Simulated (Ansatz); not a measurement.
# Free carriers and the phonons of C (Fd-3m, 2 atoms in the cell)

Aim: how far do free carriers move the optical modes of C (Fd-3m, 2 atoms in the cell)?

Program: Ansatz 0.2.0. Level of theory: DFT LDA, scalar-relativistic, plane waves, PAW; PAW set soft_1. Results are calculated unless marked as measured.

This is a report of a sequence of runs, with most program output left out.

## 1. Starting point

The structure is cubic, space group Fd-3m (No. 227). Conventional cell: a = 3.567 Å, b = 3.567 Å, c = 3.567 Å, α = 90.00°, β = 90.00°, γ = 90.00°. Nearest to C lie 4 C at 1.54 Å.

## 2. A rough relaxation first

The start is far from rest, so a relaxation with loose tolerances brings it close first.

File input.yaml:

```yaml
crystal:
  lattice:
    - [0.0, 1.78337, 1.78337]
    - [1.78337, 0.0, 1.78337]
    - [1.78337, 1.78337, 0.0]
  atoms:
    - { symbol: C, position: [0.5, 0.5, 0.5] }
    - { symbol: C, position: [0.75, 0.75, 0.75] }
kpoints:
  mp_grid: { grid: [10, 10, 10] }
hamiltonian:
  xc: lda
  pseudopotentials: { kind: paw, azcp: { folder: soft_1 }, xc_functional: pbe }
scf:
  occupations: { method: gaussian, width: 0.1 }
output:
  forces: true
  stress: true
  eigenvalues: true
relax:
  adjacent_minimum: "off"
  f_tol: 0.05
  max_steps: 80
  cell: { stress_tol: 0.5 }
```

The run is started by

```console
> ansatz run input.yaml --threads 8 --pin off --max-ram 16384MiB --backend cpu --events-out ev --progress --plain --runs-dir out
```

Wall time 0.92 s (8 threads of Intel Xeon at 2.70GHz, shared host); peak memory 0.28 GiB.

Step by step:

```csv
step,energy less that of the first step (eV),largest force component (eV/Å),pressure (GPa),volume (Å³)
1,0.0000,0.0000,-13.21,11.34
2,-0.0128,0.0000,-5.19,11.14
3,-0.0155,0.0000,0.20,11.01
4*,-0.0141,0.0000,-0.01,11.01
```

Relaxation steps marked * repeat the geometry before them on a plane-wave basis chosen anew for their cell, so energy and pressure can jump there.

The run keeps the 48 symmetry operations that it works with, so distortions that break them were not tested.

```csv
"conventional cell, symmetrised",before,after,change
a (Å),3.567,3.531,-1.0 %
b (Å),3.567,3.531,-1.0 %
c (Å),3.567,3.531,-1.0 %
volume (Å³/atom),5.67,5.51,-2.9 %
```

Final coordinates:

```cif
data_structure
_symmetry_space_group_name_H-M 'P 1'
_symmetry_Int_Tables_number 1
_cell_length_a 2.4971
_cell_length_b 2.4971
_cell_length_c 2.4971
_cell_angle_alpha 60.000
_cell_angle_beta 60.000
_cell_angle_gamma 60.000
_cell_volume 11.01
loop_
_atom_site_label
_atom_site_type_symbol
_atom_site_fract_x
_atom_site_fract_y
_atom_site_fract_z
_atom_site_occupancy
C1 C 0.50000 0.50000 0.50000 1
C2 C 0.75000 0.75000 0.75000 1
```

Numbers from this step:

```yaml
pressure: -0.01498 GPa
gap_on_the_k_mesh: 4.211 eV
volume_per_atom: 5.505 Å³
```

In this step the volume went from 5.67 to 5.51 Å³/atom.

## 3. Relaxation

Harmonic phonons are second derivatives at a point where the forces vanish, and they are wanted at zero stress, so atoms and cell are relaxed first.

input.yaml, the sections that differ from step 2:

```yaml
crystal:
  lattice:
    - [0.0, 1.7657494267, 1.7657494267]
    - [1.7657494267, 0.0, 1.7657494267]
    - [1.7657494267, 1.7657494267, 0.0]
  atoms:
    - { symbol: C, position: [0.5, 0.5, 0.5] }
    - { symbol: C, position: [0.75, 0.75, 0.75] }
kpoints:
  mp_grid: { grid: [12, 12, 12] }
scf:
  occupations: { method: gaussian, width: 0.02 }
relax:
  adjacent_minimum: "off"
  f_tol: 0.005
  max_steps: 80
  cell: { stress_tol: 0.05 }
# hamiltonian, output: as in step 2
```

It took 0.63 s on 8 threads; peak memory 0.29 GiB; 2.1 s of CPU time.

Little changed from the start: no atom moved by 0.005 Å and no cell edge by 0.1 %.

Numbers from this step:

| Quantity | Value |
| --- | --- |
| pressure | -0.02143 GPa |
| gap on the k-mesh | 4.202 eV |

In this step the volume went from 5.51 to 5.51 Å³/atom.

## 4. Tight relaxation

Phonons need small forces and stress, so the relaxation is finished with tight tolerances on 12×12×12 k points.

input.yaml, as its differences from that of step 3:

```diff
@@ -14,3 +14,3 @@
 scf:
-  occupations: { method: gaussian, width: 0.02 }
+  occupations: { method: fixed }
 output:
@@ -21,4 +21,4 @@
   adjacent_minimum: "off"
-  f_tol: 0.005
-  max_steps: 80
-  cell: { stress_tol: 0.05 }
+  f_tol: 0.001
+  max_steps: 60
+  cell: { stress_tol: 0.01 }
```

Elapsed: 0.65 s, on 8 threads; peak memory 0.28 GiB.

Little changed from the start: no atom moved by 0.005 Å and no cell edge by 0.1 %.

This step gave:

```
pressure : -0.008565 GPa
```

The forces vanish by symmetry and the pressure is -0.009 GPa, within the tolerances set. The cell now holds 5.51 Å³/atom.

## 5. Ground state of a member: no carriers

The cell of the neutral crystal is kept with no carriers. The bands are sampled on 42×42×42 points with Fermi-Dirac filling of 0.03 eV.

input.yaml, the sections that differ from step 4:

```yaml
crystal:
  lattice:
    - [0.0, 1.7657332854, 1.7657332854]
    - [1.7657332854, 0.0, 1.7657332854]
    - [1.7657332854, 1.7657332854, 0.0]
  atoms:
    - { symbol: C, position: [0.5, 0.5, 0.5] }
    - { symbol: C, position: [0.75, 0.75, 0.75] }
kpoints:
  mp_grid: { grid: [42, 42, 42] }
scf:
  occupations: { method: fermi_dirac, width: 0.03 }
# hamiltonian, output: as in step 4
# relax: removed
```

The job ended after 2.2 s (8 threads; peak memory 0.54 GiB; 11 s of CPU time).

The forces vanish by symmetry.

## 6. Zone-centre modes of the member: no carriers

The force constants come from the linear response of the density to a displacement.

The zone-centre modes follow for no carriers.

input.yaml, as its differences from that of step 5:

```diff
@@ -16,4 +16,4 @@
 output:
-  forces: true
-  stress: true
   eigenvalues: true
+phonons:
+  method: dfpt
```

It took 22 s on 8 threads; peak memory 1.7 GiB; 1.8 min of CPU time.

This step gave:

```
sum-rule residual before enforcement                    : 2.05e-5 eV/Å²
point group                                             : m-3m
highest optical mode at the zone centre (no LO-TO term) : 1323 cm⁻¹
lowest optical zone-centre mode                         : 1323 cm⁻¹
```

Patterns of degenerate modes are one choice out of their space. Modes at Γ:

```csv
mode,frequency (cm⁻¹),symmetry
1,0.0,acoustic
2,0.0,acoustic
3,0.0,acoustic
4,1322.6,T2g
5,1322.6,T2g
6,1322.6,T2g
```

Displacements in mode 6 (1322.6 cm⁻¹), the largest set to 1:
```
C1   0.00  0.00  1.00
C2   0.00  0.00 -1.00
```

The optical mode lies at 1322.6 cm⁻¹.

The highest mode in this list at Γ lies at 1322.6 cm⁻¹.

## 7. Ground state of a member: 15 × 10²⁰ electrons per cm³

The cell of the neutral crystal is kept with 15 × 10²⁰ electrons per cm³, balanced by a uniform background. The bands are sampled on 42×42×42 points with Fermi-Dirac filling of 0.03 eV.

input.yaml, as its differences from that of step 6:

```diff
@@ -8,2 +8,3 @@
     - { symbol: C, position: [0.75, 0.75, 0.75] }
+total_charge: -0.016516
 kpoints:
@@ -16,4 +17,4 @@
 output:
+  forces: true
+  stress: true
   eigenvalues: true
-phonons:
-  method: dfpt
```

Wall time 3 s (8 threads); peak memory 0.55 GiB; 16 s of CPU time.

The forces vanish by symmetry.

## 8. Modes of this member: 15 × 10²⁰ electrons per cm³

The zone-centre modes follow for 15 × 10²⁰ electrons per cm³.

input.yaml, as its differences from that of step 7:

```diff
@@ -17,4 +17,4 @@
 output:
-  forces: true
-  stress: true
   eigenvalues: true
+phonons:
+  method: dfpt
```

It took 24 s on 8 threads; peak memory 1.8 GiB; 2.1 min of CPU time.

This step gave:

* sum-rule residual before enforcement: 3.77e-5 eV/Å²
* highest optical mode at the zone centre (no LO-TO term): 1312 cm⁻¹
* lowest optical zone-centre mode: 1312 cm⁻¹

Patterns of degenerate modes are one choice out of their space. Modes at Γ:

```csv
mode,frequency (cm⁻¹),symmetry
1,0.0,acoustic
2,0.0,acoustic
3,0.0,acoustic
4,1312.2,T2g
5,1312.2,T2g
6,1312.2,T2g
```

The optical mode lies at 1312.2 cm⁻¹.

The highest mode in this list at Γ lies at 1312.2 cm⁻¹.

## 9. A check on a coarser mesh: 2 × 10²⁰ electrons per cm³

To see what the mesh is worth, the run for 2 × 10²⁰ electrons per cm³ is repeated on 34×34×34 points.

input.yaml, as its differences from that of step 8:

```diff
@@ -8,5 +8,5 @@
     - { symbol: C, position: [0.75, 0.75, 0.75] }
-total_charge: -0.016516
+total_charge: -0.002202
 kpoints:
-  mp_grid: { grid: [42, 42, 42] }
+  mp_grid: { grid: [34, 34, 34] }
 hamiltonian:
```

The job ended after 15 s (8 threads; peak memory 1.1 GiB; 73 s of CPU time).

This step gave:

- sum-rule residual before enforcement: 4.54e-5 eV/Å²
- highest optical mode at the zone centre (no LO-TO term): 1321 cm⁻¹
- lowest optical zone-centre mode: 1321 cm⁻¹

The highest mode comes at 1321.2 cm⁻¹, against 1321.3 cm⁻¹ on 42×42×42 points.

## 10. A check on a coarser mesh: 10 × 10²⁰ electrons per cm³

To see what the mesh is worth, the run for 10 × 10²⁰ electrons per cm³ is repeated on 34×34×34 points.

input.yaml, as its differences from that of step 9:

```diff
@@ -8,3 +8,3 @@
     - { symbol: C, position: [0.75, 0.75, 0.75] }
-total_charge: -0.002202
+total_charge: -0.01101
 kpoints:
```

Wall time 14 s (8 threads); peak memory 1.1 GiB.

Numbers from this step:

```
sum-rule residual before enforcement                    : 4.01e-5 eV/Å²
highest optical mode at the zone centre (no LO-TO term) : 1316 cm⁻¹
lowest optical zone-centre mode                         : 1316 cm⁻¹
```

The highest mode comes at 1315.8 cm⁻¹, against 1315.7 cm⁻¹ on 42×42×42 points.

## 11. The series together

The members are set side by side, also those not shown above.

Electrons count positive and holes negative; without the LO-TO term; modes are tracked from the neutral crystal by their patterns, and those within 0.3 cm⁻¹ of each other stand once; the cell of the neutral crystal is kept and the atoms are relaxed where symmetry leaves them free; all runs use 42×42×42 k points and Fermi-Dirac smearing of 0.03 eV. Optical modes along the series:

```csv
carriers (10²⁰ cm⁻³),mode 4 T2g (cm⁻¹)
0,1323
1,1322
2,1321
4,1320
6,1319
10,1316
15,1312
```

## 12. Summary of results

- members: 7
- mode: mode 4 T2g
- its frequency without carriers: 1322.59 cm⁻¹
- its frequency at 15 × 10²⁰ cm⁻³: 1312.21 cm⁻¹

In words: At 15 × 10²⁰ electrons per cm³ the optical mode has moved by -10.38 cm⁻¹ from 1322.59 cm⁻¹. At 2 and 10 × 10²⁰ cm⁻³ the coarser mesh moves the optical modes by up to 0.14 cm⁻¹, a measure of the error left by the mesh there. The response is adiabatic: the carriers follow the ions at once. Where they cannot, as for a zone-centre mode faster than their scattering, measured shifts differ, and line shapes are not given here. The background stands for dopants without their size, scattering or local bonds, and the cell is that of the neutral crystal, although carriers also change the volume at rest, which would shift the modes as well. These are harmonic frequencies of a static lattice, with warm electrons: anharmonic shifts, linewidths and thermal expansion are left out. The PAW files were made for PBE; the program adapts parts of them to the functional of the run, but their partial waves stay those of PBE, an approximation that was not tested in this session. Only the zone centre was solved, so an instability at another wavevector cannot show here.

[Logs are printed without paths, hosts, clocks, repeated set-up lines and the standing remarks that a program may print on its own settings, such as how far it seeks lower states.]

[Hosts, paths, dates, database ids (printed as entryN), source tags and the programs' standing remarks are cut or masked in the printed files.]
